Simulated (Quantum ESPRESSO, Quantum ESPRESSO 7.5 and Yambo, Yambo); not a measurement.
**Quasiparticle gap of PtSe2 (1T monolayer) in Yambo**

Aim: the G0W0 gap of PtSe2 (1T monolayer) on PBE, step by step.

Main program and level: Quantum ESPRESSO 7.5 and Yambo 5.3.0; PBE and many-body steps on it, plane waves.

**The experiments to reproduce.**

- Gap 1.9 ± 0.05 eV: quasiparticle gap from STS, domains aligned with graphene; scanning tunneling spectroscopy; 8.5 K; monolayer (MBE-grown monolayer on epitaxial bilayer graphene, twist angle near 0 deg) on bilayer graphene on SiC(0001) (“Angular dependence of the interlayer coupling at the interface between two dimensional materials 1T-PtSe2 and graphene”, 2023, arxiv:2311.08165).

- Gap 2 ± 0.1 eV: quasiparticle gap of the first layer from STS; scanning tunnelling spectroscopy; 77 K; monolayer (MBE-grown first layer on HOPG) on HOPG (“Precise Layer-Dependent Electronic Structure of MBE-Grown PtSe2”, 2021, arxiv:2105.03334).

- Gap 1.95 ± 0.05 eV: quasiparticle gap of 1 ML from STS, average over islands; scanning tunnelling spectroscopy; monolayer (MBE-grown monolayer islands on bilayer graphene) on bilayer graphene on SiC(0001) (“Atomic-layer controlled THz Spintronic emission from Epitaxially grown Two dimensional PtSe2/ferromagnet heterostructures”, 2023, arxiv:2305.06895).

This is a report of a sequence of runs, with most program output left out.

### 1. Starting point

The cell holds 3 atoms: 1 Pt and 2 Se. Cell: a = 3.853 Å, b = 3.853 Å, c = 15.000 Å, α = 90.0°, β = 90.0°, γ = 120.0°. It derives from  ([{'formula': 'PtSe2', 'spacegroup': 164, 'source': 'prototype of the bulk crystal'}]). Vacuum lies along c.

The start is a generated structure, not a measured one. Spin-orbit coupling is left out unless a step names it.

### 2. Relaxation

This step: Quantum ESPRESSO 7.5; DFT, PBE, plane waves, norm-conserving pseudopotentials.

Gaps follow bond lengths, so the structure is brought to rest first.

Contents of pw.in:

```
&control
  calculation = 'vc-relax'
  prefix = 'x'
  outdir = 'o'
  pseudo_dir = 'pseudo'
  forc_conv_thr = 4e-4
  nstep = 60
/
&system
  ibrav = 0
  nat = 3
  ntyp = 2
  ecutwfc = 98.89999999999999
  nbnd = 30
  force_symmorphic = .true.
  occupations = 'smearing'
  smearing = 'fd'
  degauss = 0.002
/
&electrons
  conv_thr = 1e-9
  electron_maxstep = 80
  mixing_beta = 0.5
/
&ions
/
&cell
  press_conv_thr = 0.3
  cell_dofree = '2Dxy'
/
ATOMIC_SPECIES
  Pt 195.08 Pt.upf
  Se 78.971 Se.upf
CELL_PARAMETERS angstrom
  3.8527425800 0.0000000000 0.0000000000
  -1.9263712900 3.3365729485 0.0000000000
  0.0000000000 0.0000000000 15.0000000000
ATOMIC_POSITIONS crystal
  Pt 0.0000000000 0.0000000000 0.5000000000
  Se 0.3333333333 0.6666666667 0.6043677216
  Se 0.6666666667 0.3333333333 0.3956322784
K_POINTS automatic
  6 6 1 0 0 0
```

Command:

```console
$ OMP_NUM_THREADS=1 mpirun -n 8 pw.x -nk 8 -in pw.in > pw.out
```

Run time: 2.2 min. Hardware: 8 MPI ranks of Arm Neoverse V2, shared host; peak memory 1.4 GiB.

Relaxation path:

| step | energy less that of the first step (eV) | largest force (eV/Å) | volume (Å³) |
| --- | --- | --- | --- |
| 1 | 0.0000 | 2.4736 | 192.82 |
| 2 | -0.3289 | 2.1140 | 189.56 |
| 3 | -0.6207 | 1.6158 | 186.05 |
| 4 | -0.8804 | 0.6421 | 180.99 |
| 5 | -0.9110 | 0.0574 | 178.42 |
| 6 | -0.9140 | 0.0859 | 179.22 |
| 7 | -0.9154 | 0.1038 | 179.71 |
| 8 | -0.9171 | 0.1015 | 180.25 |
| 9 | -0.9192 | 0.0807 | 181.06 |
| 10 | -0.9211 | 0.0337 | 182.27 |
| 11 | -0.9213 | 0.0045 | 182.80 |
| 12 | -0.9210 | 0.0045 | 182.80 |

| cell as run | before | after | change |
| --- | --- | --- | --- |
| a (Å) | 3.853 | 3.751 | -2.6 % |
| b (Å) | 3.853 | 3.751 | -2.6 % |

The atoms that moved most (Å, along periodic axes as changes of fractional coordinates times the final cell, across vacuum about the mean position):

| atom | dx | dy | dz | length |
| --- | --- | --- | --- | --- |
| Se2 | 0.000 | 0.000 | -0.261 | 0.261 |
| Se3 | 0.000 | 0.000 | 0.261 | 0.261 |

The relaxed structure:

```
Pt Se
1.0
     3.75121    0.00000    0.00000
    -1.87560    3.24864    0.00000
     0.00000    0.00000   15.00000
Pt Se
1 2
Direct
  0.00000 0.00000 0.50000
  0.33333 0.66667 0.58698
  0.66667 0.33333 0.41302
```

### 3. Ground state

The ground-state density comes first.

Contents of pw.in:

```
&control
  calculation = 'scf'
  prefix = 'x'
  outdir = 'o'
  pseudo_dir = 'pseudo'
  tprnfor = .true.
  tstress = .true.
/
&system
  ibrav = 0
  nat = 3
  ntyp = 2
  ecutwfc = 104.0
  nbnd = 38
  force_symmorphic = .true.
/
&electrons
  conv_thr = 1e-10
  electron_maxstep = 80
  mixing_beta = 0.5
/
ATOMIC_SPECIES
  Pt 195.08 Pt.upf
  Se 78.971 Se.upf
CELL_PARAMETERS angstrom
  3.7512086967 -0.0000000002 0.0000000000
  -1.8756043482 3.2486420263 0.0000000000
  0.0000000000 0.0000000000 15.0000000000
ATOMIC_POSITIONS crystal
  Pt 0.0000000000 0.0000000000 0.5000000000
  Se 0.3333333333 0.6666666667 0.5869754134
  Se 0.6666666667 0.3333333333 0.4130245866
K_POINTS automatic
  9 9 1 0 0 0
```

The job ended after 31 s (8 MPI ranks; peak memory 1.7 GiB; 4.1 min of CPU time).

This step gave:

```yaml
total_energy: -21963.9754 eV
gap: 1.396 eV
k_of_the_valence_top: 0, 0, 0
k_of_the_conduction_bottom: 0, 0.2222, 0
least_direct_gap: 1.501 eV
pressure: 0.023 GPa
```

The gap is indirect, with the least direct gap 0.10 eV higher.

With these pseudopotential files and this cutoff the stress is not reliable, so the pressure is no result.

### 4. Bands along the symmetry lines

The cheap functional maps the bands first; the places of the edges decide which points the dearer methods must see.

Contents of pw.in:

```
&control
  calculation = 'bands'
  prefix = 'x'
  outdir = 'o'
  pseudo_dir = 'pseudo'
/
&system
  ibrav = 0
  nat = 3
  ntyp = 2
  ecutwfc = 104.0
  nbnd = 39
  force_symmorphic = .true.
/
&electrons
  conv_thr = 1e-9
  electron_maxstep = 80
  diago_full_acc = .true.
  diago_thr_init = 5e-6
/
ATOMIC_SPECIES
  Pt 195.08 Pt.upf
  Se 78.971 Se.upf
CELL_PARAMETERS angstrom
  3.7512086967 -0.0000000002 0.0000000000
  -1.8756043482 3.2486420263 0.0000000000
  0.0000000000 0.0000000000 15.0000000000
ATOMIC_POSITIONS crystal
  Pt 0.0000000000 0.0000000000 0.5000000000
  Se 0.3333333333 0.6666666667 0.5869754134
  Se 0.6666666667 0.3333333333 0.4130245866
K_POINTS crystal
  25
  0.00000000 0.00000000 0.00000000 1
  0.06250000 0.00000000 0.00000000 1
  0.12500000 0.00000000 0.00000000 1
  0.18750000 0.00000000 0.00000000 1
  0.25000000 0.00000000 0.00000000 1
  0.31250000 0.00000000 0.00000000 1
  0.37500000 0.00000000 0.00000000 1
  0.43750000 0.00000000 0.00000000 1
  0.50000000 0.00000000 0.00000000 1
  0.47916667 0.04166667 0.00000000 1
  0.45833333 0.08333333 0.00000000 1
  0.43750000 0.12500000 0.00000000 1
  0.41666666 0.16666666 0.00000000 1
  0.39583333 0.20833333 0.00000000 1
  0.37500000 0.25000000 0.00000000 1
  0.35416666 0.29166666 0.00000000 1
  0.33333333 0.33333333 0.00000000 1
  0.29166666 0.29166666 0.00000000 1
  0.25000000 0.25000000 0.00000000 1
  0.20833333 0.20833333 0.00000000 1
  0.16666666 0.16666666 0.00000000 1
  0.12500000 0.12500000 0.00000000 1
  0.08333333 0.08333333 0.00000000 1
  0.04166667 0.04166667 0.00000000 1
  0.00000000 0.00000000 0.00000000 1
```

Wall time 14 s (8 MPI ranks); peak memory 1.5 GiB.

Numbers from this step:

- gap: 1.408 eV
- k of the valence top: 0.0417, 0.0417, 0
- k of the conduction bottom: 0.25, 0, 0
- least direct gap: 1.577 eV

The gap is 1.408 eV, +0.012 eV from the run before at this level.

The electronic bands at the labelled points (eV, zero at the top of the highest filled band):

| point | band 30 | band 31 | band 32 | band 33 | band 34 | band 35 | band 36 | band 37 |
| --- | --- | --- | --- | --- | --- | --- | --- | --- |
| Γ | -1.17 | -0.54 | 0.00 | 0.00 | 2.96 | 2.96 | 4.35 | 5.28 |
| halfway | -2.14 | -0.55 | -0.35 | -0.17 | 1.41 | 2.56 | 5.44 | 5.67 |
| M | -2.22 | -1.89 | -1.80 | -1.33 | 2.39 | 2.72 | 4.73 | 6.23 |
| halfway | -2.28 | -2.20 | -1.15 | -0.93 | 1.98 | 2.24 | 5.48 | 7.29 |
| K | -2.44 | -2.14 | -0.93 | -0.93 | 1.83 | 1.83 | 6.11 | 8.15 |
| halfway | -2.17 | -0.82 | -0.66 | 0.00 | 1.80 | 1.84 | 5.88 | 6.23 |
| Γ | -1.17 | -0.54 | 0.00 | 0.00 | 2.96 | 2.96 | 4.35 | 5.28 |

### 5. Empty states on the mesh, 6×6×1 mesh, 101 bands

The sums over transitions need many empty states on a uniform mesh; this step solves for them.

Contents of pw.in:

```
&control
  calculation = 'nscf'
  prefix = 'x'
  outdir = 'o'
  pseudo_dir = 'pseudo'
/
&system
  ibrav = 0
  nat = 3
  ntyp = 2
  ecutwfc = 104.0
  nbnd = 101
  force_symmorphic = .true.
/
&electrons
  conv_thr = 1e-9
  electron_maxstep = 80
  diago_full_acc = .true.
  diago_thr_init = 5e-6
/
ATOMIC_SPECIES
  Pt 195.08 Pt.upf
  Se 78.971 Se.upf
CELL_PARAMETERS angstrom
  3.7512086967 -0.0000000002 0.0000000000
  -1.8756043482 3.2486420263 0.0000000000
  0.0000000000 0.0000000000 15.0000000000
ATOMIC_POSITIONS crystal
  Pt 0.0000000000 0.0000000000 0.5000000000
  Se 0.3333333333 0.6666666667 0.5869754134
  Se 0.6666666667 0.3333333333 0.4130245866
K_POINTS automatic
  6 6 1 0 0 0
```

Command:

```console
$ OMP_NUM_THREADS=1 mpirun -n 8 pw.x -nk 4 -in pw.in > pw.out
```

Run time: 20 s. Hardware: 8 MPI ranks; peak memory 1.3 GiB.

Numbers from this step:

* gap: 1.671 eV
* k of the valence top: 0.1667, 0.1667, 0
* k of the conduction bottom: 0, 0.1667, 0
* least direct gap: 1.743 eV
* k points computed: 7
* lowest point of the top converged band, above the valence top: 29.32 eV

On this mesh the gap is 1.671 eV. The earlier step found 1.396 eV, so this mesh misses an edge.

### 6. Conversion and set-up

This step: Yambo 5.3.0; conversion and set-up on PBE, plane waves, norm-conserving pseudopotentials.

The states are converted to the many-body program's format and the q mesh is built.

Command:

```console
$ (cd o/x.save; p2y > p2y.log; mv SAVE ../..); yambo > setup.log
```

The job ended after 3.4 s (1 MPI rank; peak memory 0.27 GiB).

### 7. Screening and self-energy, 6×6×1 mesh, 101 bands, screening to 95.2 eV

G0W0 replaces the xc potential by the self-energy, built once from these orbitals. Only a window of levels is corrected, while the sums run over the empty bands that the input names.

This step: G0W0 on PBE, plane waves, norm-conserving pseudopotentials.

Contents of gw1.in:

```
HF_and_locXC
gw0
dyson
ppa
em1d
rim_cut
rim_w
RandQpts= 3000000
RandGvec= 100 RL
CUTGeo= "slab z"
RandGvecW= 9 RL
EXXRLvcs= 104 Ry
VXCRLvcs= 416 Ry
Chimod= "HARTREE"
% BndsRnXp
 1 | 101 |
%
NGsBlkXp= 7 Ry
% LongDrXp
 1 | 1 | 0 |
%
% GbndRnge
 1 | 101 |
%
DysSolver= "n"
ExtendOut
PPAPntXp= 27.21138 eV
% QPkrange
 5 | 5 | 32 | 35 |
 2 | 2 | 32 | 35 |
 1 | 1 | 32 | 35 |
%
```

Command:

```console
$ OMP_NUM_THREADS=2 mpirun -n 4 yambo -F gw1.in -J gw1 -C gw1 > gw1.log
```

Elapsed: 2.7 min, on 4 MPI ranks; peak memory 5.5 GiB.

This step gave:

```yaml
g0w0_gap_on_the_points_computed: 2.741 eV
starting_gap_on_the_mesh: 1.671 eV
k_of_the_valence_top: 0, 0, 0
k_of_the_conduction_bottom: 0, 0.1667, 0
least_direct_g0w0_gap_on_the_computed_points: 2.765 eV
z_at_the_valence_top: 0.7440
z_at_the_conduction_bottom: 0.7456
```

The gap on the mesh goes from 1.67 eV to 2.74 eV, a correction of +1.07 eV. The start differs from the 1.40 eV found before because the two sample other k points.

Limits: finite bands, cutoff and mesh; no spin polarisation; d states lean on the start; no spin-orbit coupling. v1 is the top filled band, c1 the lowest empty one. Levels before and after the correction, in eV, zero at the valence-band top of each column:

|  | conduction bottom | valence top |
| --- | --- | --- |
| Kohn-Sham | 1.67 | 0.00 |
| G0W0 | 2.74 | 0.00 |

|  | level | energy (eV) |
| --- | --- | --- |
| Kohn-Sham | Γ v2-v1 | 0.000 |
| Kohn-Sham | Γ c1-c2 | 2.961 |
| Kohn-Sham | (0 0.167 0) v2 | -0.122 |
| Kohn-Sham | (0 0.167 0) v1 | -0.071 |
| Kohn-Sham | (0 0.167 0) c1 | 1.671 |
| Kohn-Sham | (0 0.167 0) c2 | 2.654 |
| G0W0 | Γ v2-v1 | 0.000 |
| G0W0 | Γ c1-c2 | 4.243 |
| G0W0 | (0 0.167 0) v2 | -0.196 |
| G0W0 | (0 0.167 0) v1 | -0.024 |
| G0W0 | (0 0.167 0) c1 | 2.741 |
| G0W0 | (0 0.167 0) c2 | 3.890 |

### 8. Where the time went

Times are wall times on the hardware named with each run, good to a factor of about two.

| step | time | share | memory (GiB) |
| --- | --- | --- | --- |
| relaxation | 2.2 min | 37 % | 1.4 |
| ground state | 31 s | 8 % | 1.7 |
| bands along the symmetry lines | 14 s | 4 % | 1.5 |
| empty states on the mesh | 20 s | 5 % | 1.3 |
| conversion and set-up | 3.4 s | 1 % | 0.27 |
| screening and self-energy | 2.7 min | 44 % | 5.5 |

### 9. Results

| Quantity | Value |
| --- | --- |
| PBE gap | 1.40 eV, indirect |
| G0W0 gap on the mesh | 2.74 eV |
| G0W0 gap over the zone (rigid shift) | 2.47 eV |
| GW settings | 6×6×1 mesh, 101 bands, screening to 95.2 eV, Godby-Needs plasmon pole |
| known limits | not at the basis limit; no spin polarisation; d states lean on the start; no spin-orbit coupling |

In words: G0W0 moves the gap on the mesh from 1.67 eV to 2.74 eV (+1.07 eV), with Z of 0.74 and 0.75 at the edges. The mesh misses the band edges by 0.28 eV in all; a rigid shift gives 2.47 eV for the zone. Only 3 of the mesh's irreducible points were corrected, so a valley elsewhere could overtake. Against experiment, by G0W0@PBE: the gap of 2.47 eV lies +0.57 eV from the measured 1.9 ± 0.05 eV (electronic, 8.5 K, on bilayer graphene on SiC(0001), 2023); the gap of 2.47 eV lies +0.47 eV from the measured 2 ± 0.1 eV (electronic, 77 K, on HOPG, 2021); the gap of 2.47 eV lies +0.52 eV from the measured 1.95 ± 0.05 eV (electronic, on bilayer graphene on SiC(0001), 2023). The computed sheet is free-standing; a substrate or cover screens it further and lowers both gap and binding, while the exciton line moves little. The calculation has static nuclei and no excitons; a measured gap holds zero-point and thermal motion, which mostly lowers it. With atoms this heavy the missing spin-orbit coupling can matter too. Bands and cutoff are finite, so the gap is not at the basis limit. The miss can reach some tenths of an eV and take either sign; the mesh is an error of its own. In the G0W0 run levels were corrected at 3 k points alone, so a gap called «on the mesh» is the least over those, and an edge elsewhere would be missed. A denser mesh or path gives a starting gap of 1.40 eV: the GW mesh misses a band edge, so its gaps are not the fundamental one. The runs have no spin polarisation. For a closed low-spin shell that is the natural state; where a d or f shell is open it is a constraint, and the gap is then not the crystal's own. With d states at the gap, one-shot GW leans hard on its start.

[Paths, hosts, dates, memory and timing lines, banners, echoed tables and standing remarks are left out of the program output.]

[Logs are printed without paths, hosts, clocks, repeated set-up lines and the standing remarks that a program may print on its own settings, such as how far it seeks lower states.]

[Runs of the session that timed out or met a known fault of the program may be left out.]

[Hosts, paths, dates, database ids (printed as entryN), source tags and the programs' standing remarks are cut or masked in the printed files.]
